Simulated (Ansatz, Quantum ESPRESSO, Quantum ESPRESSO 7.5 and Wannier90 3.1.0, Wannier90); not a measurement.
## Ballistic channels from Wannier functions: zigzag Mg chain, bond 3.00 Å, width 0.8 Å

Wanted: localised orbitals and the quantum conductance of this wire: zigzag Mg chain, bond 3.00 Å, width 0.8 Å.

Method: plane-wave DFT, LDA, GBRV ultrasoft pseudopotentials (cross-check by Ansatz 0.2.0 with PAW datasets), in Quantum ESPRESSO 7.5 and Wannier90 3.1.0.

Most raw output is cut from this account.

## Step 1: Starting point

The cell holds 2 atoms: 2 Mg. Cell: a = 9.000 Å, b = 8.000 Å, c = 5.783 Å, α = 90.0°, β = 90.0°, γ = 90.0°. Vacuum lies along a and b. The structure's axis is c.

## Step 2: Self-consistent run

File scf.in:

```
&control
  prefix = 'scf'
  outdir = './out'
  pseudo_dir = './pseudo'
  calculation = 'scf'
  tprnfor = .true.
/
&system
  ibrav = 0
  nat = 2
  ntyp = 1
  ecutwfc = 34
  ecutrho = 170
  occupations = 'smearing'
  smearing = 'mv'
  degauss = 0.005
/
&electrons
  conv_thr = 1e-07
  mixing_beta = 0.4
  electron_maxstep = 120
  mixing_mode = 'local-TF'
/
ATOMIC_SPECIES
  Mg  24.3050  mg_lda_v1.4.uspp.F.UPF
CELL_PARAMETERS angstrom
  9.00000000000000 0.00000000000000 0.00000000000000
  0.00000000000000 8.00000000000000 0.00000000000000
  0.00000000000000 0.00000000000000 5.78273291792038
ATOMIC_POSITIONS crystal
  Mg  -0.044444444400 0.000000000000 0.000000000000
  Mg  0.044444444400 0.000000000000 0.500000000000
K_POINTS automatic
  1 1 12 0 0 0
```

Started as:

```sh
> OMP_NUM_THREADS=1 mpirun -n 2 pw.x -nk 1 -in scf.in > scf.out
```

The job ended after 21 s (2 MPI ranks of Arm Neoverse N1, shared host; peak memory 0.49 GiB; 42 s of CPU time).

Read from the output:

| Property | Result |
| --- | --- |
| free energy | -3400.1861 eV |
| Fermi energy | -1.631 eV |

The program's own clock; routines nest. Time by routine:

```tsv
routine	wall time (s)	calls
PWSCF	20.32	1
electrons	18.75	1
c_bands	8.49	8
cegterg	8.05	56
h_psi	6.82	280
fftw	6.4	5284
vloc_psi	6.1	280
sum_band	4.17	8
mix_rho	3.3	8
newd	2.97	9
ffts	1.74	878
init_run	0.92	1
calbec	0.52	364
forces	0.49	1
```

The run needed 8 iterations to bring the estimated error under 1e-07 Ry; the largest force on any atom, held or free, is 0.05 eV/Å.

## Step 3: Full uniform mesh without symmetry

Wannier90 needs the states on a whole uniform mesh, listed point by point, without symmetry.

nscf.in, as its differences from the input of step 2:

```diff
@@ -1,7 +1,6 @@
 &control
-  prefix = 'scf'
+  prefix = 'nscf'
   outdir = './out'
   pseudo_dir = './pseudo'
-  calculation = 'scf'
-  tprnfor = .true.
+  calculation = 'nscf'
 /
@@ -16,5 +15,8 @@
   degauss = 0.005
+  nosym = .true.
+  noinv = .true.
+  nbnd = 24
 /
 &electrons
-  conv_thr = 1e-07
+  conv_thr = 1e-09
   mixing_beta = 0.4
@@ -22,2 +24,3 @@
   mixing_mode = 'local-TF'
+  diago_full_acc = .true.
 /
@@ -32,3 +35,9 @@
   Mg  0.044444444400 0.000000000000 0.500000000000
-K_POINTS automatic
-  1 1 12 0 0 0
+K_POINTS crystal
+6
+  0.0000000000 0.0000000000 0.0000000000 0.1666666667
+  0.0000000000 0.0000000000 0.1666666667 0.1666666667
+  0.0000000000 0.0000000000 0.3333333333 0.1666666667
+  0.0000000000 0.0000000000 0.5000000000 0.1666666667
+  0.0000000000 0.0000000000 0.6666666667 0.1666666667
+  0.0000000000 0.0000000000 0.8333333333 0.1666666667
```

Started as:

```sh
> cp -r out/scf.save out/nscf.save
> cp out/scf.xml out/nscf.xml
> OMP_NUM_THREADS=1 mpirun -n 2 pw.x -nk 1 -in nscf.in > nscf.out
```

The job ended after 18 s (2 MPI ranks; peak memory 0.21 GiB; 35 s of CPU time).

Read from the output:

| Item | Value |
| --- | --- |
| Fermi energy | -1.606 eV |

The program's own clock; routines nest. Time by routine:

```tsv
routine	wall time (s)	calls
PWSCF	17.25	1
electrons	16.55	1
c_bands	16.55	1
cegterg	15.98	19
h_psi	11.67	356
vloc_psi	10.48	356
fftw	9.4	7750
h_psi:calbec	0.58	356
calbec	0.58	356
add_vuspsi	0.56	356
s_psi	0.55	356
init_run	0.54	1
newd	0.35	1
cdiaghg	0.27	337
```

## Step 4: Neighbour list from wannier90 -pp

The .win file sets projections and windows: states in the frozen window are kept exactly, the outer window gives room to disentangle.

File wan.win:

```
num_wann = 8
num_bands = 24
num_iter = 200
num_print_cycles = 20
conv_tol = 1e-8
conv_window = 5
guiding_centres = true
dis_num_iter = 1500
dis_conv_tol = 1e-8
dis_win_min = -12.6311
dis_win_max = 7.3689
dis_froz_max = -0.1311
search_shells = 120
fermi_energy = -1.6311

transport = true
transport_mode = bulk
one_dim_axis = z
dist_cutoff = 17.25
dist_cutoff_mode = one_dim
tran_win_min = -4.0
tran_win_max = 2.0
tran_energy_step = 0.02

bands_plot = true
bands_num_points = 96
begin kpoint_path
G 0.0 0.0 0.0 Z 0.0 0.0 0.5
end kpoint_path

begin projections
Mg:s;p
end projections

begin unit_cell_cart
ang
  9.0000000000 0.0000000000 0.0000000000
  0.0000000000 8.0000000000 0.0000000000
  0.0000000000 0.0000000000 5.7827329179
end unit_cell_cart

begin atoms_frac
  Mg -0.0444444444 0.0000000000 0.0000000000
  Mg 0.0444444444 0.0000000000 0.5000000000
end atoms_frac

mp_grid = 1 1 6
begin kpoints
  0.0 0.0 0.0000000000
  0.0 0.0 0.1666666667
  0.0 0.0 0.3333333333
  0.0 0.0 0.5000000000
  0.0 0.0 0.6666666667
  0.0 0.0 0.8333333333
end kpoints
```

Started as:

```sh
> OMP_NUM_THREADS=1 wannier90.x -pp wan > wan.pp.log
```

Wall time 0.5 s (1 MPI rank); peak memory 0.08 GiB.

## Step 5: Overlaps and projections

pw2wannier90.x computes the overlaps between neighbouring k-points and the projections.

File wan.p2w.in:

```
&inputpp
  prefix = 'nscf'
  outdir = './out'
  seedname = 'wan'
  write_mmn = .true.
  write_amn = .true.
  write_unk = .false.
/
```

Started as:

```sh
> OMP_NUM_THREADS=1 mpirun -n 2 pw2wannier90.x -in wan.p2w.in > wan.p2w.out
```

The job ended after 7.2 s (2 MPI ranks; peak memory 0.2 GiB).

## Step 6: Wannier functions and transport

After disentangling and localising, transport_mode = bulk builds principal layers from hoppings within dist_cutoff and counts open channels.

wan.win is that of step 4.

Started as:

```sh
> OMP_NUM_THREADS=1 wannier90.x wan > wan.run.log
```

Run time: 1.3 s. Hardware: 1 MPI rank; peak memory 0.08 GiB.

Numbers from this step:

* lead channels at the Fermi level, one spin: 3.29e-6
* total spread: 30.61 Å²
* gauge-invariant spread: 24.03 Å²
* largest misfit to plane-wave levels between mesh points, inside the frozen window: 0.1782 eV

Per spin. Quantum conductance of the perfect wire, open channels against energy, zero at the Fermi level:

```tsv
energy (eV)	quantum conductance of the perfect wire, open channels
-4.000	1.0e-9
-3.800	0.996
-3.600	1.000
-3.400	1
-3.200	1
-3.000	1
-2.800	1
-2.600	1
-2.400	1
-2.200	1
-2.000	1
-1.800	1
-1.600	1
-1.400	1
-1.200	1
-1.020	1
-0.800	1
-0.600	1
-0.400	1
-0.200	0.999
0.000	3.3e-6
0.200	1.00
0.400	2
0.600	2
0.800	2
1.000	2
1.200	2.00
1.400	3
1.600	3
1.800	3
2.000	3
```

Wannier functions:

```tsv
no.	x (Å)	y (Å)	z (Å)	spread (Å²)
1	0.6747	-2.30e-5	1.309	3.489
2	-0.667	-2.30e-5	7.364	3.465
3	-1.911	-1.36e-4	0.001254	4.272
4	-0.5245	3.72e-4	0	4.078
5	-0.6746	-2.50e-5	4.201	3.489
6	0.6671	-2.60e-5	10.25	3.466
7	1.911	-1.44e-4	2.893	4.272
8	0.5245	3.95e-4	2.891	4.078
```

The electronic bands at the labelled points (eV, zero at the Fermi level; v1 is the highest filled band, c1 the lowest empty one):

```tsv
point	v2	v1	c1	c2	c3	c4
Γ	-3.80	-0.19	0.18	0.27	1.26	2.31
halfway	-3.62	-1.39	0.42	0.54	2.08	2.58
Z	-2.70	-2.70	1.06	1.06	1.32	1.32
```

Bands and channels are those of the Wannier model: bands that were not projected, and all outside the frozen window, are missing or only approximate.

## Step 7: Neighbour list from wannier90 -pp, with dis_froz_max − E_F = 0.0

A sensitivity test on the input.

wan_w.win, as its differences from the input of step 6:

```diff
@@ -11,3 +11,3 @@
 dis_win_max = 7.3689
-dis_froz_max = -0.1311
+dis_froz_max = -1.6311
 search_shells = 120
```

Started as:

```sh
> OMP_NUM_THREADS=1 wannier90.x -pp wan_w > wan_w.pp.log
```

It took 0.5 s on 1 MPI rank; peak memory 0.09 GiB.

## Step 8: Overlaps and projections

The same post-processing, on the changed run.

File wan_w.p2w.in:

```
&inputpp
  prefix = 'nscf'
  outdir = './out'
  seedname = 'wan_w'
  write_mmn = .true.
  write_amn = .true.
  write_unk = .false.
/
```

Started as:

```sh
> OMP_NUM_THREADS=1 mpirun -n 2 pw2wannier90.x -in wan_w.p2w.in > wan_w.p2w.out
```

Wall time 7.3 s (2 MPI ranks); peak memory 0.2 GiB.

## Step 9: Wannier functions and transport, with dis_froz_max − E_F = 0.0

wan_w.win, as its differences from the input of step 6:

```diff
@@ -11,3 +11,3 @@
 dis_win_max = 7.3689
-dis_froz_max = -0.1311
+dis_froz_max = -1.6311
 search_shells = 120
```

Started as:

```sh
> OMP_NUM_THREADS=1 wannier90.x wan_w > wan_w.run.log
```

Elapsed: 1.4 s, on 1 MPI rank; peak memory 0.09 GiB.

The total spread is 29.6 against 30.6 Å². Between −2 and 1.5 eV the channel count differs from the first run's at 5 % of the energies, and at the Fermi level it is 0 against 0.

## Step 10: Neighbour list from wannier90 -pp, with dis_froz_max − E_F = 9.0

One more run, with a changed input.

wan_bad.win, as its differences from the input of step 6:

```diff
@@ -11,3 +11,3 @@
 dis_win_max = 7.3689
-dis_froz_max = -0.1311
+dis_froz_max = 7.3689
 search_shells = 120
```

Started as:

```sh
> OMP_NUM_THREADS=1 wannier90.x -pp wan_bad > wan_bad.pp.log
```

It took 0.49 s on 1 MPI rank; peak memory 0.09 GiB.

## Step 11: Overlaps and projections

The follow-up step for that run.

File wan_bad.p2w.in:

```
&inputpp
  prefix = 'nscf'
  outdir = './out'
  seedname = 'wan_bad'
  write_mmn = .true.
  write_amn = .true.
  write_unk = .false.
/
```

Started as:

```sh
> OMP_NUM_THREADS=1 mpirun -n 2 pw2wannier90.x -in wan_bad.p2w.in > wan_bad.p2w.out
```

The job ended after 7.2 s (2 MPI ranks; peak memory 0.2 GiB).

## Step 12: Localisation, bands and conductance, with dis_froz_max − E_F = 9.0

Another try, with an input changed as a hurried user might.

wan_bad.win, as its differences from the input of step 6:

```diff
@@ -11,3 +11,3 @@
 dis_win_max = 7.3689
-dis_froz_max = -0.1311
+dis_froz_max = 7.3689
 search_shells = 120
```

Started as:

```sh
> OMP_NUM_THREADS=1 wannier90.x wan_bad > wan_bad.run.log
```

Run time: 0.5 s. Hardware: 1 MPI rank; peak memory 0.09 GiB.

The program refused the input before any cycle.

The fault put into the input: a frozen window with more states than Wannier functions (dis_froz_max − E_F = 9.0).

The frozen window can't hold more states than there are functions: narrow it or add projections.

## Step 13: The same in Ansatz

As a check, the same structure is run in Ansatz.

Level of this step: plane-wave DFT, LDA, Ansatz PAW (Ansatz 0.2.0).

File input.yaml:

```yaml
crystal:
  lattice:
    - [9.0, 0.0, 0.0]
    - [0.0, 8.0, 0.0]
    - [0.0, 0.0, 5.7827329179]
  atoms:
    - { symbol: Mg, position: [-0.0444444444, 0.0, 0.0] }
    - { symbol: Mg, position: [0.0444444444, 0.0, 0.5] }
kpoints:
  mp_grid: { grid: [1, 1, 12] }
hamiltonian:
  xc: lda
scf:
  occupations: { method: fermi_dirac, width: 0.05 }
  convergence: { dr2_threshold: 1.0e-08 }
output:
  transmission:
    leads: [[0, 0]]
    e_range: [-4.0, 2.0]
    de: 0.05
    kmesh: [1, 1]
    reduced_basis: true
```

Started as:

```sh
> ansatz run input.yaml --threads 2 --pin off --max-ram 4096MiB --backend cpu --events-out ev --progress --plain --runs-dir out
```

The job ended after 70 s (2 threads; peak memory 0.44 GiB; 2.2 min of CPU time).

This step gave:

```
free energy                                : -3800.3124 eV
energy at zero smearing                    : -3800.3094 eV
smearing term TS                           : 0.005937 eV
Fermi energy                               : -1.669 eV
symmetry operations                        : 8
lead channels at the Fermi level, one spin : 0
```

Per spin. The open channels by energy, zero at the Fermi level:

```tsv
energy (eV)	open channels
-3.7500	0
-3.5000	1
-3.2500	1
-3.0000	1
-2.7500	1
-2.5000	1
-2.2500	1
-2.0000	1
-1.7500	1
-1.5000	1
-1.2500	1
-1.0000	1
-0.7500	1
-0.5000	1
-0.2500	1
0.0000	0
0.2500	2
0.5000	2
0.7500	2
1.0000	2
1.2500	2
1.5000	3
1.7500	3
2.0000	2
```

## Step 14: What came out

| Item | Value |
| --- | --- |
| open channels at the Fermi level, per spin | 0 |
| gap in the conductance, to one step of the energy grid | 0.30 eV |
| total spread | 30.6 Å² |
| gauge-invariant spread | 24.0 Å² |
| largest band misfit in the frozen window | 0.178 eV |
| channels at the Fermi level by Ansatz | 0 |

The wire has no channel at the Fermi level: its conductance has a gap of 0.30 eV. Between -4 and 1.5 eV the channel count from Wannier functions equals that from Ansatz's layer matching at 93 % of the energies; outside the frozen window the Wannier bands are not held to the plane-wave ones. The interpolated bands miss plane-wave levels by up to 0.18 eV between mesh points, so steps of the conductance can sit that far off. The wire is perfect, so the conductance only counts bands: each channel, with its partner of the other spin, carries G₀ = 2e²/h. It was run without spin polarisation, which was not tested.

[Logs are printed without paths, hosts, clocks, repeated set-up lines and the standing remarks that a program may print on its own settings, such as how far it seeks lower states.]

[Hosts, paths, dates, database ids (printed as entryN), source tags and the programs' standing remarks are cut or masked in the printed files.]

[Maps of the electrostatic potential energy from Ansatz leave out the sawtooth potential of an applied field or a dipole correction, so their vacuum need not be flat; planar profiles and work functions include it.]
